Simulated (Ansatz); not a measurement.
# ScInS3 (model cell, started as cubic perovskite with In in the octahedra): relaxing the cell for a phonon run

Task: relax ScInS3 (model cell, started as cubic perovskite with In in the octahedra) tightly.

Main program and level: Ansatz 0.2.0; DFT PBEsol, scalar-relativistic, plane waves, PAW; PAW set soft_1.

This is a report of a sequence of runs, with most program output left out.

The structure was built from a prototype and need not be the compound's stable phase.

## (1) Starting point

It takes space group Pm-3m (No. 221, cubic). Conventional cell: a = 5.174 Å, b = 5.174 Å, c = 5.174 Å, α = 90.00°, β = 90.00°, γ = 90.00°. Nearest to Sc lie 12 S at 3.66 Å. In has 6 S at 2.59 Å nearest. S has 2 In at 2.59 Å nearest. Farther neighbours and most contacts between anions are not listed.

Coordinates:

```cif
data_structure
_symmetry_space_group_name_H-M 'Pm-3m'
_symmetry_Int_Tables_number 221
_cell_length_a 5.1744
_cell_length_b 5.1744
_cell_length_c 5.1744
_cell_angle_alpha 90.000
_cell_angle_beta 90.000
_cell_angle_gamma 90.000
_cell_volume 138.54
loop_
_atom_site_label
_atom_site_type_symbol
_atom_site_symmetry_multiplicity
_atom_site_Wyckoff_symbol
_atom_site_fract_x
_atom_site_fract_y
_atom_site_fract_z
_atom_site_occupancy
Sc1 Sc 1 a 0.00000 0.00000 0.00000 1
In1 In 1 b 0.50000 0.50000 0.50000 1
S1 S 3 c 0.50000 0.50000 0.00000 1
```

## (2) Probe on a coarse mesh

First a cheap look: the gap decides the mesh and the occupations, the pressure tells how far the cell has to move.

File input.yaml:

```yaml
crystal:
  lattice:
    - [5.1744, 0.0, 0.0]
    - [0.0, 5.1744, 0.0]
    - [0.0, 0.0, 5.1744]
  atoms:
    - { symbol: Sc, position: [0.0, 0.0, 0.0] }
    - { symbol: In, position: [0.5, 0.5, 0.5] }
    - { symbol: S, position: [0.5, 0.5, 0.0] }
    - { symbol: S, position: [0.5, 0.0, 0.5] }
    - { symbol: S, position: [0.0, 0.5, 0.5] }
kpoints:
  mp_grid: { grid: [4, 4, 4] }
hamiltonian:
  xc: pbesol
  pseudopotentials: { kind: paw, azcp: { folder: soft_1 }, xc_functional: pbe }
scf:
  occupations: { method: gaussian, width: 0.1 }
output:
  forces: true
  stress: true
  eigenvalues: true
```

The run is started by

```bash
$ ansatz run input.yaml --threads 4 --pin off --max-ram 16384MiB --backend cpu --events-out ev --progress --plain --runs-dir out
```

It took 0.97 s on 4 threads of Arm Neoverse V2, shared host; peak memory 0.42 GiB.

This step gave:

- pressure: -8.723 GPa
- volume per atom: 27.71 Å³
- gap on the k-mesh: 0 eV

The coarse mesh shows no gap and a pressure of -8.7 GPa.

## (3) Rough relaxation

The start is far from rest, so a relaxation with loose tolerances brings it close first.

input.yaml: that of step 2 with these lines changed.

```diff
@@ -22 +22,6 @@
   eigenvalues: true
+relax:
+  adjacent_minimum: "off"
+  f_tol: 0.05
+  max_steps: 80
+  cell: { stress_tol: 0.5 }
```

The job ended after 3.9 s (4 threads; peak memory 0.43 GiB; 13 s of CPU time).

Step by step:

```
step  energy less that of the first step (eV)  largest force component (eV/Å)  pressure (GPa)  volume (Å³)
   1                                   0.0000                          0.0000           -8.72       138.54
   2                                  -0.7174                          0.0000           -2.12       119.25
   3                                  -0.7385                          0.0000            0.94       114.16
   4                                  -0.7425                          0.0000           -0.05       115.69
  5*                                  -0.7409                          0.0000           -0.05       115.69
```

Relaxation steps marked * repeat the geometry before them on a plane-wave basis chosen anew for their cell, so energy and pressure can jump there.

The run keeps the 48 symmetry operations that it works with, so distortions that break them were not tested.

| conventional cell, symmetrised | before | after | change |
| --- | --- | --- | --- |
| a (Å) | 5.174 | 4.873 | -5.8 % |
| b (Å) | 5.174 | 4.873 | -5.8 % |
| c (Å) | 5.174 | 4.873 | -5.8 % |
| volume (Å³/atom) | 27.71 | 23.14 | -16.5 % |

The relaxed structure:

```xyz
5
Lattice="4.8726 0.0000 0.0000 0.0000 4.8726 0.0000 0.0000 0.0000 4.8726" Properties=species:S:1:pos:R:3 pbc="T T T"
Sc    0.0000    0.0000    0.0000
In    2.4363    2.4363    2.4363
S     2.4363    2.4363    0.0000
S     2.4363    0.0000    2.4363
S     0.0000    2.4363    2.4363
```

Numbers from this step:

```
pressure        : -0.05470 GPa
volume per atom : 23.14 Å³
```

In this step the volume went from 27.71 to 23.14 Å³/atom.

## (4) Relaxation

The cell and atoms are relaxed, since residual forces and stress would shift the frequencies.

input.yaml, the sections that differ from step 3:

```yaml
crystal:
  lattice:
    - [4.8725910772, 0.0, 0.0]
    - [0.0, 4.8725910772, 0.0]
    - [0.0, 0.0, 4.8725910772]
  atoms:
    - { symbol: Sc, position: [0.0, 0.0, 0.0] }
    - { symbol: In, position: [0.5, 0.5, 0.5] }
    - { symbol: S, position: [0.5, 0.5, 0.0] }
    - { symbol: S, position: [0.5, 0.0, 0.5] }
    - { symbol: S, position: [0.0, 0.5, 0.5] }
kpoints:
  mp_grid: { grid: [8, 8, 8] }
relax:
  adjacent_minimum: "off"
  f_tol: 0.005
  max_steps: 80
  cell: { stress_tol: 0.05 }
# hamiltonian, scf, output: as in step 3
```

Elapsed: 5.1 s, on 4 threads; peak memory 0.47 GiB.

Little changed from the start: no atom moved by 0.005 Å and no cell edge by 0.1 %.

This step gave:

* pressure: 0.005658 GPa
* volume per atom: 23.09 Å³

In this step the volume went from 23.14 to 23.09 Å³/atom.

## (5) Tight relaxation

Phonons need a cell at rest on their own settings, so the relaxation is repeated with tight tolerances on forces and stress on the k mesh and occupations of the first response run.

input.yaml, the sections that differ from step 4:

```yaml
crystal:
  lattice:
    - [4.8694851686, 0.0, 0.0]
    - [0.0, 4.8694851686, 0.0]
    - [0.0, 0.0, 4.8694851686]
  atoms:
    - { symbol: Sc, position: [0.0, 0.0, 0.0] }
    - { symbol: In, position: [0.5, 0.5, 0.5] }
    - { symbol: S, position: [0.5, 0.5, 0.0] }
    - { symbol: S, position: [0.5, 0.0, 0.5] }
    - { symbol: S, position: [0.0, 0.5, 0.5] }
scf:
  occupations: { method: methfessel_paxton, width: 0.2 }
relax:
  adjacent_minimum: "off"
  f_tol: 0.001
  max_steps: 60
  cell: { stress_tol: 0.01 }
# kpoints, hamiltonian, output: as in step 4
```

Wall time 5.7 s (4 threads); peak memory 0.49 GiB; 21 s of CPU time.

Little changed from the start: no atom moved by 0.005 Å and no cell edge by 0.1 %.

This step gave:

- pressure: 5.62e-4 GPa

The forces vanish by symmetry and the pressure is 0.001 GPa, within the tolerances set. The cell now holds 23.09 Å³/atom.

## (6) Summary of results

```yaml
space_group_after_relaxation_within_0p01_a: Pm-3m
lattice_constant_a: 4.869 Å
lattice_constant_b: 4.869 Å
lattice_constant_c: 4.869 Å
volume_per_atom: 23.1 Å³
```

In words: The forces vanish by symmetry and the pressure is 0.001 GPa, within the tolerances set. The cell now holds 23.09 Å³/atom. The relaxation keeps the symmetry of its start, so it says nothing on stability against lower symmetry. The PAW files were made for PBE and serve the other functionals too. The starting cell was built on a prototype and not taken from a measurement, so the phase need not exist.

[Logs are printed without paths, hosts, clocks, repeated set-up lines and the standing remarks that a program may print on its own settings, such as how far it seeks lower states.]

[Hosts, paths, dates, database ids (printed as entryN), source tags and the programs' standing remarks are cut or masked in the printed files.]
